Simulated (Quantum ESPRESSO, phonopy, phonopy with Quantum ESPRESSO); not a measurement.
# GaP (F-43m): a volume series of phonon spectra, part 8 of 8

Aim: how the vibrations of GaP shift with volume, and the expansion that follows.

Experimental results on record:
- volume expansion coefficient 15.9 1e-6/K, heat capacity C_P per formula unit 44.2 J/mol/K and bulk modulus 88.7 GPa near room temperature (given in “High-Throughput Prediction of Finite-Temperature Properties using the Quasi-Harmonic Approximation”, 2016, arXiv:1603.06924)

Quantum ESPRESSO 7.5; DFT LDA, scalar-relativistic, plane waves, PseudoDojo norm-conserving pseudopotentials.

So far. Step 24 (Lattice dynamics at this volume, V/V0 0.97): The time given is that of the 2 pw.x runs on displaced cells behind this step.

**25. Self-consistent run, V/V0 1.05**

A tight ground state at this cell gives the energy of this member; its pressure is the stress at this cutoff, which can carry an offset from the finite basis.

This step: DFT LDA, scalar-relativistic, plane waves, PseudoDojo norm-conserving pseudopotentials (Quantum ESPRESSO 7.5).

System of this step: GaP. It takes space group F-43m (No. 216, cubic). Conventional cell: a = 5.476 Å, b = 5.476 Å, c = 5.476 Å, α = 90.00°, β = 90.00°, γ = 90.00°. Ga has 4 P at 2.37 Å nearest. P has 4 Ga at 2.37 Å nearest. Farther neighbours are not listed.

Input file scf.in:

```
 &control
    calculation='scf',
    prefix='x',
    outdir='./tmp',
    pseudo_dir='./pseudo',
    tprnfor=.true.,
    tstress=.true.,
 /
 &system
    ibrav=0,
    nat=2,
    ntyp=2,
    ecutwfc=80.0,
    occupations='fixed',
    nbnd=11,
 /
 &electrons
    conv_thr=1.0d-12,
    mixing_beta=0.7,
    electron_maxstep=100,
 /
ATOMIC_SPECIES
 Ga     69.7230  Ga.upf
 P      30.9738  P.upf
CELL_PARAMETERS angstrom
     0.000000000    2.737814699    2.737814699
     2.737814699    0.000000000    2.737814699
     2.737814699    2.737814699    0.000000000
ATOMIC_POSITIONS crystal
 Ga     0.000000000   0.000000000   0.000000000
 P      0.250000000   0.250000000   0.250000000
K_POINTS automatic
 8 8 8 0 0 0
```

Run with:

```sh
> OMP_NUM_THREADS=1 mpirun -n 4 pw.x -nk 4 -in scf.in > scf.out
```

What it wrote:

```text
[banner, memory and clock lines left out]
Program PWSCF v.7.5

     Message from routine setup:
     using ibrav=0 with symmetry is DISCOURAGED, use correct ibrav instead

     G-vector sticks info

     bravais-lattice index     =            0
     lattice parameter (alat)  =       7.3167  a.u.
     unit-cell volume          =     276.9738 (a.u.)^3
     number of atoms/cell      =            2
     number of atomic types    =            2
     number of electrons       =        18.00
[...]
atom    2 type  2   force =    -0.00000000    0.00000000    0.00000000

     Total force =     0.000000     Total SCF correction =     0.000000

     Computing stress (Cartesian axis) and pressure

          total   stress  (Ry/bohr**3)                   (kbar)     P=      -39.60
  -0.00026920  -0.00000000   0.00000000          -39.60       -0.00        0.00
  -0.00000000  -0.00026920  -0.00000000           -0.00      -39.60       -0.00
  -0.00000000  -0.00000000  -0.00026920           -0.00       -0.00      -39.60

     XML data file, charge density, pseudopotentials, collected wavefunctions
[key lines of the parts left out:]
!    total energy              =    -166.69683392 Ry
convergence has been achieved in  12 iterations
```

The job ended after 7.4 s (4 MPI ranks of Arm Neoverse V2, shared host).

The run ends at a pressure of -3.96 GPa.

**26. Zone-centre response**

In a polar crystal the Born charges and ε∞ give the long-range dipole term that a finite supercell misses. They are those of this k-mesh and were not tested on a denser one; where the gap is small they converge slowly, and the LO modes with them.

Input file ph.in:

```
phonons
 &inputph
    prefix='x',
    outdir='./tmp',
    fildyn='x.dyn',
    tr2_ph=1.0d-18,
    epsil=.true.,
 /
0.000000000 0.000000000 0.000000000
```

scf.in is that of step 25.

Run with:

```sh
> OMP_NUM_THREADS=1 mpirun -n 4 ph.x -nk 4 -in ph.in > ph.out
```

What it wrote:

```text
[banner, memory and clock lines left out]
Program PHONON v.7.5

     ./tmp/x.save/

     IMPORTANT: XC functional enforced from input :
     Exchange-correlation= PW
                           (   1   4   0   0   0   0   0)
     Any further DFT definition will be discarded
     Please, verify this is what you really want

     G-vector sticks info

     Reading collected, re-writing distributed wavefunctions in ./tmp/

     Number and degeneracy of irreps per q-point
       N         xq(1)         xq(2)         xq(3)   N irreps
[...]
freq (    1) =      -0.058829 [THz] =      -1.962340 [cm-1]
     freq (    2) =      -0.058829 [THz] =      -1.962340 [cm-1]
     freq (    3) =      -0.058829 [THz] =      -1.962340 [cm-1]
     freq (    4) =      10.313883 [THz] =     344.034089 [cm-1]
     freq (    5) =      10.313883 [THz] =     344.034089 [cm-1]
     freq (    6) =      10.313883 [THz] =     344.034089 [cm-1]
 **************************************************************************

     Mode symmetry, T_d (-43m)  point group:

     freq (   1-   3) =         -2.0  [cm-1]   --> T_2  G_15 P_4   I+R
     freq (   4-   6) =        344.0  [cm-1]   --> T_2  G_15 P_4   I+R
```

The job ended after 2.8 min (4 MPI ranks).

ε∞:

```
12.35  0.00  0.00
 0.00 12.35  0.00
 0.00  0.00 12.35
```

The Born charges sum to zero within 0.13 e; the rest is removed before use. Acoustic frequencies in this log differ from zero by the error of the sum rule, which ph.x does not impose.

**27. Forces on a displaced cell**

One atom (for the harmonic constants) or a pair of atoms (for the cubic ones) is moved by a few hundredths of an ångström; the forces on all atoms give a column of force constants. The threshold is tight because the forces are small.

System of this step: GaP. It takes space group Cm (No. 8, monoclinic). The conventional cell has a = 13.412 Å, b = 7.744 Å, c = 7.744 Å, α = 90.00°, β = 125.26°, γ = 90.00°. Ga has 4 P at 2.35 to 2.39 Å nearest. Nearest to Ga lie 4 P at 2.37 Å. Ga has 4 P at 2.37 Å nearest. Nearest to Ga lie 4 P at 2.37 Å. Farther neighbours are not listed.

Input file disp-00001.in:

```
 &control
    calculation='scf',
    prefix='x',
    outdir='./tmp',
    pseudo_dir='./pseudo',
    tprnfor=.true.,
    disk_io='none',
 /
 &system
    ibrav=0,
    nat=16,
    ntyp=2,
    ecutwfc=80.0,
    occupations='fixed',
    nbnd=74,
 /
 &electrons
    conv_thr=1.0d-11,
    mixing_beta=0.7,
    electron_maxstep=100,
 /
ATOMIC_SPECIES
 Ga     69.7230  Ga.upf
 P      30.9738  P.upf
CELL_PARAMETERS angstrom
     0.000000000    5.475629398    5.475629398
     5.475629398    0.000000000    5.475629398
     5.475629398    5.475629398    0.000000000
ATOMIC_POSITIONS crystal
 Ga     0.002582742   0.000000000   0.000000000
 Ga     0.500000000   0.000000000   0.000000000
 Ga     0.000000000   0.500000000   0.000000000
 Ga     0.500000000   0.500000000   0.000000000
 Ga     0.000000000   0.000000000   0.500000000
 Ga     0.500000000   0.000000000   0.500000000
 Ga     0.000000000   0.500000000   0.500000000
 Ga     0.500000000   0.500000000   0.500000000
 P      0.125000000   0.125000000   0.125000000
 P      0.625000000   0.125000000   0.125000000
 P      0.125000000   0.625000000   0.125000000
 P      0.625000000   0.625000000   0.125000000
 P      0.125000000   0.125000000   0.625000000
 P      0.625000000   0.125000000   0.625000000
 P      0.125000000   0.625000000   0.625000000
 P      0.625000000   0.625000000   0.625000000
K_POINTS automatic
 3 3 3 0 0 0
```

Run with:

```sh
> OMP_NUM_THREADS=1 mpirun -n 2 pw.x -nk 2 -in disp-00001.in > disp-00001.out
```

What it wrote:

```text
[banner, memory and clock lines left out]
Program PWSCF v.7.5

     Message from routine setup:
     using ibrav=0 with symmetry is DISCOURAGED, use correct ibrav instead

     G-vector sticks info

     bravais-lattice index     =            0
     lattice parameter (alat)  =      14.6335  a.u.
     unit-cell volume          =    2215.7907 (a.u.)^3
     number of atoms/cell      =           16
     number of atomic types    =            2
     number of electrons       =       144.00
[...]
atom    1 type  1   force =    -0.00020598   -0.00552854   -0.00552854
     atom    2 type  1   force =     0.00000566    0.00074598    0.00074598
     atom    3 type  1   force =     0.00037517   -0.00059154    0.00037062
[...]
atom   15 type  2   force =    -0.00009712   -0.00000016   -0.00000016
     atom   16 type  2   force =     0.00009639    0.00000027    0.00000027

     Total force =     0.009567     Total SCF correction =     0.000002
     Message from routine punch:
     Nothing written, as per user request (disk_io='none')
[key lines of the parts left out:]
!    total energy              =   -1333.56549292 Ry
convergence has been achieved in  16 iterations
```

Wall time 7.6 min (2 MPI ranks).

**28. Phonons, V/V0 1.05**

This step: DFT LDA, scalar-relativistic, plane waves, PseudoDojo norm-conserving pseudopotentials (phonopy with Quantum ESPRESSO 4.10.0 / 7.5).

Elapsed: 7.6 min, on 4 threads.

Phonopy, LO-TO term from ph.x's tensors. Phonon branches along the path, in cm⁻¹:

```csv
point,branch 1,branch 2,branch 3,branch 4,branch 5,branch 6
Γ,0,0,0,344,344,375
halfway,76,76,159,340,340,366
X,106,106,240,336,336,346
halfway,105,123,233,333,336,348
U,101,152,217,329,336,350
jump to K,101,152,217,329,336,350
halfway,66,104,159,341,342,360
Γ,0,0,0,344,344,375
halfway,58,58,149,342,342,366
L,83,83,224,339,339,348
halfway,96,137,212,332,338,350
W,122,154,210,326,338,349
halfway,114,128,228,330,337,348
X,106,106,240,336,336,346
```

The phonon branches as a text plot (rows in cm⁻¹):

```
    367 |*********              ***************
    351 |**       **************     ******    ******************
    336 |  **************************      **********************
    320 |                                               *****
    304 |
    289 |
    273 |
    258 |
    242 |            **                                        **
    226 |          **  ***                       ****        **
    211 |         *       **                    *    ********
    195 |       **          **                 *
    179 |                     **             **
    164 |     **           *    *
    148 |                ** **              *          ******
    133 |               *     ** **                   *      *
    117 |    *        **                   *         *  ********
    101 |         **********    *                   * **       **
     86 |  **   **          ****   **    **     ******
     70 |     **                ***          ***
     55 |    *                   ****       *
     39 | ***                      ***  ****
     23 | *                          *  *
      8 |*                            **
         Γ           X  U|K            Γ         L        W     X
```

No mode is imaginary beyond numerical noise along the path. The highest zone-centre mode (no LO–TO term) moved by -5.8 % for a volume change of +5.0 %.

The time given is that of the 2 pw.x runs on displaced cells behind this step.

**29. How the modes move with volume**

This step: DFT LDA, scalar-relativistic, plane waves, PseudoDojo norm-conserving pseudopotentials (phonopy 4.10.0).

This step gave:

```yaml
share_of_modes_with_a_negative_grueneisen_parameter: 0.332
```

Mean Grüneisen, by row:

| T (K) | heat-capacity-weighted mean | root mean square |
| --- | --- | --- |
| 50 | -0.592 | 0.895 |
| 100 | -0.045 | 0.964 |
| 200 | 0.405 | 1.079 |
| 300 | 0.513 | 1.108 |
| 500 | 0.571 | 1.123 |
| 800 | 0.591 | 1.129 |

Mean mode Grueneisen parameter against wavenumber:

| wavenumber (cm⁻¹) | mean mode Grueneisen parameter |
| --- | --- |
| 7 | - |
| 20 | -1.11 |
| 33 | -0.909 |
| 46 | -0.869 |
| 59 | -0.974 |
| 72 | -0.993 |
| 86 | -0.912 |
| 99 | -0.752 |
| 112 | -0.385 |
| 125 | -0.165 |
| 138 | -0.0128 |
| 151 | -0.0372 |
| 165 | 0.615 |
| 178 | 0.968 |
| 191 | 0.957 |
| 204 | 0.975 |
| 217 | 1.02 |
| 230 | 0.999 |
| 244 | 1 |
| 257 | - |
| 270 | - |
| 283 | - |
| 296 | - |
| 309 | - |
| 323 | - |
| 336 | - |
| 349 | 1.24 |
| 362 | 1.37 |
| 375 | 1.36 |
| 388 | 1.13 |

Volume series, by row:

```csv
V/V0,V (Å³/atom),pressure (GPa),E - E0 (meV/atom),gap (eV),zero-point energy (meV/atom),lowest on the path (cm⁻¹),highest at Gamma without the LO-TO term (cm⁻¹)
0.97,18.96,2.916,5.262,1.373,47.97,0,379.5
0.985,19.25,1.388,1.287,1.406,47.23,0,372.5
1,19.54,-0.02,0,1.438,46.51,0,365.7
1.015,19.84,-1.318,1.183,1.468,45.8,0,359.1
1.03,20.13,-2.513,4.649,1.492,45.09,0,352.7
1.05,20.52,-3.96,12.51,1.459,44.16,0,344.4
```

Optical frequency at Gamma without the LO-TO term, mode 4 against V/V0:

| V/V0 | optical frequency at Gamma without the LO-TO term, mode 4 (cm⁻¹) |
| --- | --- |
| 0.9700 | 380 |
| 0.9850 | 373 |
| 1.0000 | 366 |
| 1.0150 | 359 |
| 1.0300 | 353 |
| 1.0500 | 344 |

Grüneisen at points, by row:

```
point  branch  frequency (cm⁻¹)  mode Grüneisen parameter
    Γ       4             365.7                      1.22
    Γ       6             395.1                      1.07
    X       1               102                      -1.1
    X       3             251.5                      0.98
    X       4             361.3                       1.5
    X       6             367.1                      1.19
    U       1              96.6                     -1.15
    U       2             151.6                      -0.2
    U       3               229                      1.09
    U       4             349.9                      1.25
    U       5             361.4                      1.47
    U       6             375.9                      1.45
    K       1              96.6                     -1.15
    K       2             151.6                      -0.2
    K       3               229                      1.09
    K       4             349.9                      1.25
    K       5             361.4                      1.47
    K       6             375.9                      1.45
    L       1              78.6                     -1.26
    L       3             233.6                      0.84
    L       4             362.6                      1.39
    L       6             370.7                      1.29
    W       1             121.5                     -0.31
    W       2             150.7                     -0.49
    W       3             222.3                       1.2
    W       4               346                      1.21
    W       5             364.5                       1.5
    W       6             375.4                      1.46
```

**30. Free-energy fit**

Numbers from this step:

* volume expansion coefficient at 300 K: 11.34 1e-6/K
* isothermal bulk modulus at 300 K: 86.52 GPa
* C_P at 300 K: 21.77 J/mol-atom/K
* Grüneisen parameter at 300 K: 0.535

The energy (each curve on its own zero) by volume; values in meV/atom:

```
volume (Å³/atom)  static  F at 0 K  F at 300 K  F at 900 K
          18.958    5.26      7.11        7.55        10.7
          19.251    1.29       2.4        2.73        4.82
          19.544       0      0.38        0.56        1.43
          19.838    1.18      0.85        0.82        0.37
          20.131    4.65      3.61        3.34        1.48
          20.522    12.5      10.6        9.88        6.04
```

Phonopy-qha, vinet fit of F(V) at each temperature; no electronic free energy. Qha vinet, by row:

| T (K) | fitted volume (Å³/atom) | alpha_V (1e-6/K) | B_T (GPa) | C_P (J/mol-atom/K) | Grueneisen |
| --- | --- | --- | --- | --- | --- |
| 100 | 19.63 | -0.07 | 88.4 | 10.94 | -0.006411 |
| 150 | 19.63 | 4.31 | 88.01 | 15.64 | 0.2864 |
| 200 | 19.64 | 7.66 | 87.55 | 18.69 | 0.4243 |
| 250 | 19.65 | 9.87 | 87.04 | 20.58 | 0.4946 |
| 300 | 19.66 | 11.34 | 86.52 | 21.77 | 0.5347 |
| 350 | 19.67 | 12.37 | 85.99 | 22.57 | 0.56 |
| 400 | 19.68 | 13.13 | 85.45 | 23.11 | 0.5774 |
| 450 | 19.69 | 13.71 | 84.92 | 23.51 | 0.59 |
| 500 | 19.71 | 14.19 | 84.38 | 23.8 | 0.5996 |
| 550 | 19.72 | 14.58 | 83.84 | 24.02 | 0.6074 |
| 600 | 19.74 | 14.92 | 83.3 | 24.2 | 0.6139 |
| 650 | 19.75 | 15.22 | 82.77 | 24.34 | 0.6195 |
| 700 | 19.77 | 15.5 | 82.23 | 24.46 | 0.6245 |
| 750 | 19.78 | 15.75 | 81.7 | 24.56 | 0.6289 |
| 800 | 19.8 | 15.99 | 81.16 | 24.65 | 0.6331 |
| 850 | 19.81 | 16.22 | 80.63 | 24.72 | 0.6369 |

The volume expansion coefficient, phonopy-qha, Vinet by temperature:

temperature (K), volume expansion coefficient, phonopy-qha, Vinet (1e-6/K) and a bar from the least value:
```
       75       -1.8 
      100       -0.1 ###
      125        2.2 #######
      150        4.3 ##########
      175        6.2 #############
      225        8.9 ##################
      250        9.9 ###################
      275       10.7 #####################
      300       11.3 ######################
      325       11.9 #######################
      350       12.4 #######################
      375       12.8 ########################
      400       13.1 #########################
      425       13.4 #########################
      450       13.7 ##########################
      500       14.2 ##########################
      525       14.4 ###########################
      550       14.6 ###########################
      575       14.8 ###########################
      600       14.9 ############################
      625       15.1 ############################
      650       15.2 ############################
      675       15.4 ############################
      700       15.5 #############################
      725       15.6 #############################
      775       15.9 #############################
      800       16.0 #############################
      825       16.1 ##############################
      850       16.2 ##############################
      875       16.3 ##############################
```

The fit gives a volume expansion of 11.3 × 10⁻⁶/K at 300 K.

**31. Summary of results**

```yaml
volume_expansion_coefficient_at_300_k: 11.34 1e-6/K
isothermal_bulk_modulus_at_300_k: 86.52 GPa
c_p_at_300_k: 21.77 J/mol-atom/K
grueneisen_parameter_at_300_k: 0.535
mean_mode_grueneisen_parameter_at_300_k: 0.513
```

Near room temperature GaP expands by 11.3 × 10⁻⁶/K in volume by LDA, with C_P = 21.8 J/(mol K) per mole of atoms and B_T = 86.5 GPa. The q-mesh is coarse, and the expansion can converge slowly with it. C_P at room temperature is 87 % of the classical 3R an atom, so the stiffest modes are still partly frozen out. A measured volume expansion coefficient near room temperature is 15.9 1e-6/K (arXiv:1603.06924); the calculated 11.3 1e-6/K differs by -29 %. A measured bulk modulus near room temperature is 88.7 GPa (arXiv:1603.06924); the calculated 86.5 GPa differs by -2 %. The table does not say whether its value is isothermal or adiabatic. A measured heat capacity per formula unit near room temperature is 44.2 J/mol/K (arXiv:1603.06924); the calculated 43.5 J/mol/K differs by -1 %. The heat-capacity-weighted Grüneisen parameter goes from -0.592 at 50 K to 0.591 at 800 K; 33 % of the modes stiffen on expansion. Weighting γ by the density of states and each mode's heat capacity at 300 K, the lowest third of the frequency range (cuts at 130 and 270 cm⁻¹) pulls the cell inward, while the rest pushes it outward. Among the labelled points γ is largest for branch 4 at X (361 cm⁻¹, 1.5) and most negative for branch 1 at L (78.6 cm⁻¹, -1.3). The supercell is small: only its own wavevectors are exact, and branches between them are interpolated and can be misplaced.

[Logs are printed without paths, hosts, clocks, repeated set-up lines and the standing remarks that a program may print on its own settings, such as how far it seeks lower states.]

[Hosts, paths, dates, database ids (printed as entryN), source tags and the programs' standing remarks are cut or masked in the printed files.]

[A step with changed settings may run another functional than the one named; its input shows which.]

[Of the runs on displaced cells, only some may be shown.]
